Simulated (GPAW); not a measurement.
## CdF2 (Fm-3m): refractive index against wavelength

The refractive index of CdF2 (Fm-3m) below the direct gap (3.53 eV on the mesh) is read from one computed spectrum, n = √(Re ε).

The structure is cubic, space group Fm-3m (No. 225). The conventional cell has a = 5.388 Å, b = 5.388 Å, c = 5.388 Å, α = 90.00°, β = 90.00°, γ = 90.00°. Around Cd on site a lie 8 F at 2.33 Å. F on site c has 4 Cd at 2.33 Å as nearest neighbours.

Method: GPAW 26.7.0, PBE, RPA, k-mesh 11×11×11, local fields up to 60 eV, Lorentzian half width 0.15 eV.

Launch of the response step: `OMP_NUM_THREADS=1 python df.py`. The run took 80 s, its band step included, on 1 thread of Arm Neoverse V1, with other jobs on the host.

| wavelength (nm) | photon energy E (eV) | n |
| --- | --- | --- |
| 1550 | 0.800 | 1.6331 |
| 1310 | 0.946 | 1.6349 |
| 1064 | 1.165 | ? |
| 850 | 1.459 | 1.6440 |
| 700 | 1.771 | 1.6519 |
| 633 | 1.959 | 1.6576 |
| 532 | 2.331 | 1.6719 |

In the single-oscillator model n² − 1 = E₀E_d/(E₀² − E²), so 1/(n² − 1) = E₀/E_d − E²/(E₀E_d) is linear in E².

Working, on the rows shown:

| x = E² (eV²) | y = 1/(n² − 1) |
| --- | --- |
| 0.639837 | 0.599874 |
| 0.895757 | 0.597765 |
| 2.12762 | 0.58729 |
| 3.13716 | 0.578445 |
| 3.83641 | 0.572201 |
| 5.43137 | 0.557026 |

Means: x̄ = 2.678, ȳ = 0.5821. Σ(x − x̄)(y − ȳ) = -0.1492, Σ(x − x̄)² = 16.77. Slope = -0.1492 / 16.77 = -0.008898; intercept = ȳ − slope · x̄ = 0.60593. Turned back into n, the line misses the rows shown by at most 0.00056.

**Question.** What does the fit predict for the withheld row, and how well does it do?

**Answer.** At x = 1.3578 the line gives y = 0.59385, that is 1.6383. The run gave 1.6383, so the interpolation holds to the digits printed.

Refitted with all rows, the slope is -0.008896 and the intercept 0.60592. These give E₀ = √(intercept/−slope) = 8.25 eV and E_d = E₀/intercept = 13.6 eV; E₀ is 2.3 times the direct gap. The electronic limit at long wavelengths, without lattice vibrations, is n = √(1 + 1/intercept) = 1.628. Excitons are left out; PBE gaps are as a rule too small. The values come from a sum over the points of one k-mesh and carry its error, which grows as the direct gap shrinks. This version of GPAW has incomplete matrix elements in the optical limit, which can lower ε − 1 by up to a tenth where first-row anions or d states rule. Spin-orbit coupling is left out.
